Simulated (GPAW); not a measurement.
# Ballistic transport through a Fe chain with CO on top of one atom, from relaxation to T(E), part 2 of 2

Aim: the conductance of a Fe chain with CO on top of one atom after relaxation, and whether geometry, basis or functional moves it most.

GPAW 26.7.0; GPAW LCAO, PAW setups; relaxation of the junction within the symmetry of its start, lead ends held (the session's first sound run).

So far, conductance (G₀): step 3 (GPAW, dzp) 1.38; step 4 (basis szp(dzp)) 1.47; step 5 (basis sz(dzp)) 1.53.

### Step 6. revPBE in the dzp basis: xc = "revPBE"

Level of this step: GPAW LCAO, PAW setups; Landauer transmission from Green's functions with principal layers (ASE), zero bias (GPAW).

Back in the dzp basis, the functional changes from PBE to revPBE, to set the spread between functionals beside that between bases.

run.py reads:

```python
import json
import numpy as np
from ase import Atoms
from ase.transport.calculators import TransportCalculator
from gpaw import GPAW, FermiDirac
from gpaw.lcao.tools import get_lcao_hamiltonian
from scipy.linalg import eigh

# The junction with lead layers at both ends, along the third cell vector
device = Atoms(
    ['Fe', 'Fe', 'Fe', 'Fe', 'Fe', 'Fe', 'Fe', 'C', 'O', 'Fe', 'Fe', 'Fe', 'Fe', 'Fe', 'Fe'],
    positions=[
        [4.50000, 4.50000, 1.13000],
        [4.50000, 4.50000, 3.39000],
        [4.50000, 4.50000, 5.65000],
        [4.50000, 4.50000, 7.91000],
        [4.50000, 4.50000, 10.17000],
        [4.94354, 4.50000, 12.54486],
        [4.15344, 4.50000, 14.69000],
        [5.88257, 4.50000, 14.69000],
        [7.10053, 4.50000, 14.69000],
        [4.94354, 4.50000, 16.83514],
        [4.50000, 4.50000, 19.21000],
        [4.50000, 4.50000, 21.47000],
        [4.50000, 4.50000, 23.73000],
        [4.50000, 4.50000, 25.99000],
        [4.50000, 4.50000, 28.25000]],
    cell=[[9.0, 0.0, 0.0], [0.0, 9.0, 0.0], [0.0, 0.0, 29.38]],
    pbc=True,
    magmoms=[3.0, 3.0, 3.0, 3.0, 3.0, 3.0, 3.0, 0.0, 0.0, 3.0, 3.0, 3.0, 3.0, 3.0, 3.0])

# One principal layer of the lead: the first 3 atoms of the device
lead = Atoms(
    ['Fe', 'Fe', 'Fe'],
    positions=[
        [4.50000, 4.50000, 1.13000],
        [4.50000, 4.50000, 3.39000],
        [4.50000, 4.50000, 5.65000]],
    cell=[[9.0, 0.0, 0.0], [0.0, 9.0, 0.0], [0.0, 0.0, 6.78]],
    pbc=True,
    magmoms=[3.0, 3.0, 3.0])

settings = dict(mode='lcao', basis='dzp', xc='revPBE', h=0.18,
                occupations=FermiDirac(0.1), maxiter=250,
                mixer=dict(beta=0.05, nmaxold=8, weight=100.0),
                convergence=dict(density=0.0001))
energies = np.arange(-2, 2 + 1e-9, 0.025)
eta = 0.0001
n1, n2 = 1, 1
# k and -k transmit alike, so half of the mesh across the current serves
mesh = [(i, j) for i in range(n1) for j in range(n2) if (i, j) <= (-i % n1, -j % n2)]
weights = np.array([1 if (i, j) == (-i % n1, -j % n2) else 2 for i, j in mesh]) / (n1 * n2)

# [... helper functions left out ...]
fermi_lead = ground_state(lead, (1, 1, 17), 'lead.txt')
fermi_device = ground_state(device, (1, 1, 3), 'device.txt')
# [... loop over the mesh left out, but for ...]
        # Shift the lead onto the potential of the device's first layer
        shift = ((H[:, 0, 0] - H0[:, 0, 0]) / S0[0, 0]).real.mean()
# [...]
kT = 8.617333e-5 * 300
bias = [0.1, 0.2, 0.5, 1.0, 1.5, 2.0]
# [... integrals and printing left out ...]
```

Started as:

```
OMP_NUM_THREADS=1 OPENBLAS_NUM_THREADS=1 python run.py
```

What it wrote:

```text
basis functions: device 221, principal layer 45
Fermi level: lead -1.5892 eV, device -1.5885 eV; lead shifted by 0.0125 eV
largest coupling past the next layer 6.15e-05 eV, largest misfit of the first layer 0.182 eV
  E-E_F (eV)   T up        T down      channels up  channels down
    -2.000    2.5716e+00  4.3628e-02    4.0000    1.0000
    -1.975    2.5970e+00  2.9209e-02    4.0000    1.0000
    -1.950    2.5788e+00  1.7825e-02    4.0000    1.0000
[...]
1.975    7.0168e-01  5.2098e-01    1.0000    1.0000
     2.000    6.9218e-01  6.3588e-01    1.0000    1.0000
conductance at 300 K: 1.3305 G0 a cell; thermopower -4.739 uV/K
current from the zero-bias T(E) at 0.1 V: 10.381 uA
current from the zero-bias T(E) at 0.2 V: 21.117 uA
current from the zero-bias T(E) at 0.5 V: 55.872 uA
current from the zero-bias T(E) at 1.0 V: 123.44 uA
current from the zero-bias T(E) at 1.5 V: 186.05 uA
current from the zero-bias T(E) at 2.0 V: 239.29 uA
```

It took 7 min on 1 thread of Arm Neoverse V1, shared host; peak memory 1.7 GiB.

Numbers from this step:

```
conductance                                    : 1.331 G₀
largest coupling past the next principal layer : 6.15e-5 eV
largest misfit of the first principal layer    : 0.1818 eV
shift that aligns the lead                     : 0.01255 eV
basis functions of the junction                : 221
basis functions of a principal layer           : 45
transmission at the Fermi level, spin up       : 0.9788
lead channels, spin up                         : 1
transmission at the Fermi level, spin down     : 1.533
lead channels, spin down                       : 4
```

The conductance, 1.33 G₀, lies 3.7 % below that of the dzp run.

### Step 7. Without the relaxation: geometry = "as built"

The dzp basis with PBE on the structure as first built shows what the relaxation was worth.

Changes to run.py since step 6:

```diff
@@ -17,7 +17,7 @@
         [4.50000, 4.50000, 10.17000],
-        [4.94354, 4.50000, 12.54486],
-        [4.15344, 4.50000, 14.69000],
-        [5.88257, 4.50000, 14.69000],
-        [7.10053, 4.50000, 14.69000],
-        [4.94354, 4.50000, 16.83514],
+        [4.50000, 4.50000, 12.43000],
+        [4.50000, 4.50000, 14.69000],
+        [6.10520, 4.50000, 14.69000],
+        [7.26520, 4.50000, 14.69000],
+        [4.50000, 4.50000, 16.95000],
         [4.50000, 4.50000, 19.21000],
@@ -42,3 +42,3 @@
 
-settings = dict(mode='lcao', basis='dzp', xc='revPBE', h=0.18,
+settings = dict(mode='lcao', basis='dzp', xc='PBE', h=0.18,
                 occupations=FermiDirac(0.1), maxiter=250,
```

What it wrote:

```text
basis functions: device 221, principal layer 45
Fermi level: lead -1.7343 eV, device -1.7991 eV; lead shifted by 0.0032 eV
largest coupling past the next layer 5.77e-05 eV, largest misfit of the first layer 0.128 eV
  E-E_F (eV)   T up        T down      [channel counts left out]
    -2.000    2.8003e+00  9.2530e-01
    -1.975    2.8021e+00  8.4934e-01
    -1.950    2.7942e+00  2.7374e-01
[...]
1.975    5.8408e-01  9.8529e-01
     2.000    5.9525e-01  9.8422e-01
conductance at 300 K: 2.1931 G0 a cell; thermopower -0.2589 uV/K
current from the zero-bias T(E) at 0.1 V: 16.99 uA
current from the zero-bias T(E) at 0.2 V: 34.022 uA
current from the zero-bias T(E) at 0.5 V: 84.997 uA
current from the zero-bias T(E) at 1.0 V: 169.8 uA
current from the zero-bias T(E) at 1.5 V: 254.08 uA
current from the zero-bias T(E) at 2.0 V: 335 uA
```

Run time: 8.1 min. Hardware: 1 thread; peak memory 1.7 GiB.

Numbers from this step:

```
conductance                                    : 2.193 G₀
largest coupling past the next principal layer : 5.77e-5 eV
largest misfit of the first principal layer    : 0.1282 eV
shift that aligns the lead                     : 0.003179 eV
transmission at the Fermi level, spin up       : 0.9985
transmission at the Fermi level, spin down     : 3.418
```

Each spin. The transmission, zone mean by energy, zero at the Fermi level:

| energy (eV) | T, spin up | T, spin down |
| --- | --- | --- |
| -2.000 | 2.80 | 0.925 |
| -1.900 | 2.63 | 0.980 |
| -1.875 | 3.32 | 0.996 |
| -1.800 | 3.02 | 0.999 |
| -1.700 | 3.00 | 0.998 |
| -1.600 | 2.99 | 0.998 |
| -1.500 | 2.92 | 0.998 |
| -1.400 | 2.78 | 0.998 |
| -1.300 | 2.57 | 0.998 |
| -1.200 | 1.94 | 2.15 |
| -1.125 | 1.46 | 2.29 |
| -1.100 | 0.351 | 2.33 |
| -1.000 | 0.995 | 2.51 |
| -0.900 | 0.997 | 2.69 |
| -0.800 | 0.998 | 2.81 |
| -0.700 | 0.998 | 2.89 |
| -0.600 | 0.998 | 2.96 |
| -0.500 | 0.989 | 3.02 |
| -0.400 | 0.998 | 3.07 |
| -0.300 | 0.998 | 3.13 |
| -0.200 | 0.998 | 3.21 |
| -0.100 | 0.999 | 3.35 |
| 0.000 | 0.999 | 3.42 |
| 0.100 | 0.999 | 3.53 |
| 0.200 | 0.999 | 3.51 |
| 0.300 | 0.999 | 3.65 |
| 0.400 | 0.999 | 3.67 |
| 0.500 | 0.999 | 3.72 |
| 0.600 | 0.999 | 3.74 |
| 0.650 | 0.999 | 3.83 |
| 0.700 | 0.999 | 3.77 |
| 0.800 | 0.999 | 3.73 |
| 0.900 | 0.998 | 3.64 |
| 1.000 | 0.996 | 3.54 |
| 1.100 | 0.988 | 3.42 |
| 1.200 | 0.969 | 3.29 |
| 1.300 | 0.914 | 3.16 |
| 1.400 | 0.750 | 3.00 |
| 1.500 | 0.322 | 2.77 |
| 1.600 | 7.6e-4 | 2.68 |
| 1.700 | 0.213 | 2.57 |
| 1.800 | 0.422 | 2.40 |
| 1.900 | 0.536 | 1.97 |
| 2.000 | 0.595 | 0.984 |

The conductance, 2.19 G₀, lies 59 % above that of the dzp run.

### Step 8. All levels side by side

Times are for 1 thread of Arm Neoverse V1, shared host. The series side by side:

```
no.         run  conductance (G₀)     time  memory (GiB)
  1         dzp             1.382  8.6 min           1.7
  2         szp             1.468  3.5 min           1.7
  3          sz             1.526  2.7 min           1.7
  4  dzp revPBE             1.331    7 min           1.7
  5     asbuilt             2.193  8.1 min           1.7
```

### Step 9. The levels side by side

The curves are compared point by point over the common energies.

This step: comparison of transmission and cost over codes, levels and geometry (GPAW 26.7.0).

Ladder, by row:

```csv
step,code,T at the Fermi level (sum over the listed spins),conductance (G0),r.m.s. T(E) from the first,wall time (s),peak memory (GiB),threads
dzp,GPAW,2.602,1.382,0,513.3,1.73,1
szp,GPAW,2.928,1.468,0.4037,210.3,1.73,1
sz,GPAW,3.038,1.526,0.5103,163.2,1.67,1
dzp-revPBE,GPAW,2.512,1.331,0.2074,417.8,1.74,1
asbuilt,GPAW,4.417,2.193,1.382,485.9,1.74,1
```

Table of transmission, zone mean, sum over the listed spins by energy, zero at the Fermi level:

```
energy (eV)   dzp   szp    sz  dzp-revPBE  asbuilt
     -2.000  2.48  2.47  2.41        2.62     3.73
     -1.925  2.64  2.16  1.94        2.55     3.59
     -1.800  2.42  1.89  1.65        2.37     4.02
     -1.600  2.07  1.66  1.28        1.87     3.98
     -1.400  1.50  1.27  1.43        1.40     3.78
     -1.200  1.82  1.65  1.66        1.84     4.09
     -1.075  1.70  2.45  1.71        1.72     3.37
     -1.000  2.09  1.68  1.81        2.01     3.51
     -0.875  2.92  1.87  2.18        2.90     3.72
     -0.800  2.65  2.09  2.70        2.66     3.81
     -0.600  2.89  3.25  3.46        2.83     3.96
     -0.475  3.14  3.14  3.13        3.16     4.03
     -0.400  3.07  3.07  3.11        3.09     4.07
     -0.200  2.86  2.97  3.10        2.77     4.21
      0.000  2.60  2.93  3.04        2.51     4.42
      0.200  3.97  4.09  4.12        3.23     4.51
      0.275  4.13  4.14  4.25        3.86     4.61
      0.375  4.09  4.19  4.11        4.03     4.64
      0.400  4.21  4.07  3.94        4.23     4.67
      0.425  4.37  3.60  3.24        4.35     4.71
      0.600  3.62  3.41  2.92        3.99     4.74
      0.800  3.21  2.81  2.73        2.96     4.73
      0.875  2.95  2.69  2.52        3.41     4.67
      1.000  2.72  2.56  2.24        2.71     4.54
      1.200  2.80  2.63  2.59        2.78     4.26
      1.375  2.68  2.69  2.84        2.73     3.85
      1.400  2.60  2.65  2.84        2.66     3.75
      1.600  2.11  2.18  2.14        2.07     2.68
      1.800  2.21  2.30  1.87        2.16     2.82
      2.000  1.28  1.80  1.39        1.33     1.58
```

### Step 10. Results

```json
{
  "conductance": "1.38 G₀",
  "transmission at the Fermi level, mean of the spins": "1.30"
}
```

**Reading.** In the dzp basis the junction conducts 1.38 G₀ at 300 K, with T = 1.30 as the mean of the two spins at the Fermi level; the szp basis reaches that conductance within 10 %. Relaxation moved atoms by up to 0.46 Å and took the conductance from 2.19 to 1.38 G₀, as a ratio a larger change than the step from dzp to the minimal basis. The current is spin polarised: -25 % at the Fermi level, counted as (up - down)/(up + down). Measured against the first run (dzp), the nearest curve is that of dzp-revPBE (r.m.s. 0.21) and the farthest that of asbuilt (1.4). Over the compared runs wall time goes from 163 s (sz) to 513 s (dzp), on a shared host. The leads kept an estimated spacing and the cell its length, so the junction may be under some tension or compression. The geometry comes from the orbital basis, which tends to overbind, and kept the symmetry of the start, so a structure of lower symmetry may lie lower. The moments started parallel, and no other order was tried; chains of Cr or Mn atoms, among others, may prefer antiparallel neighbours. An evenly spaced straight chain is an idealisation: free chains tend to dimerise, zigzag or, where a band edge lies near the Fermi level, turn magnetic. The currents use the zero-bias T(E) throughout, which holds only while the bias is small against the distance to the nearest feature. One magnetic start was tried; another order may lie lower. Within about eight thermal energies of the Fermi level ln T(E) bends sharply from one computed energy to the next, or the lead's channel count changes, so the thermal averages, above all the thermopower, rest on an interpolation that may be rough.

[Logs are printed without paths, hosts, clocks, repeated set-up lines and the standing remarks that a program may print on its own settings, such as how far it seeks lower states.]

[Hosts, paths, dates, database ids (printed as entryN), source tags and the programs' standing remarks are cut or masked in the printed files.]
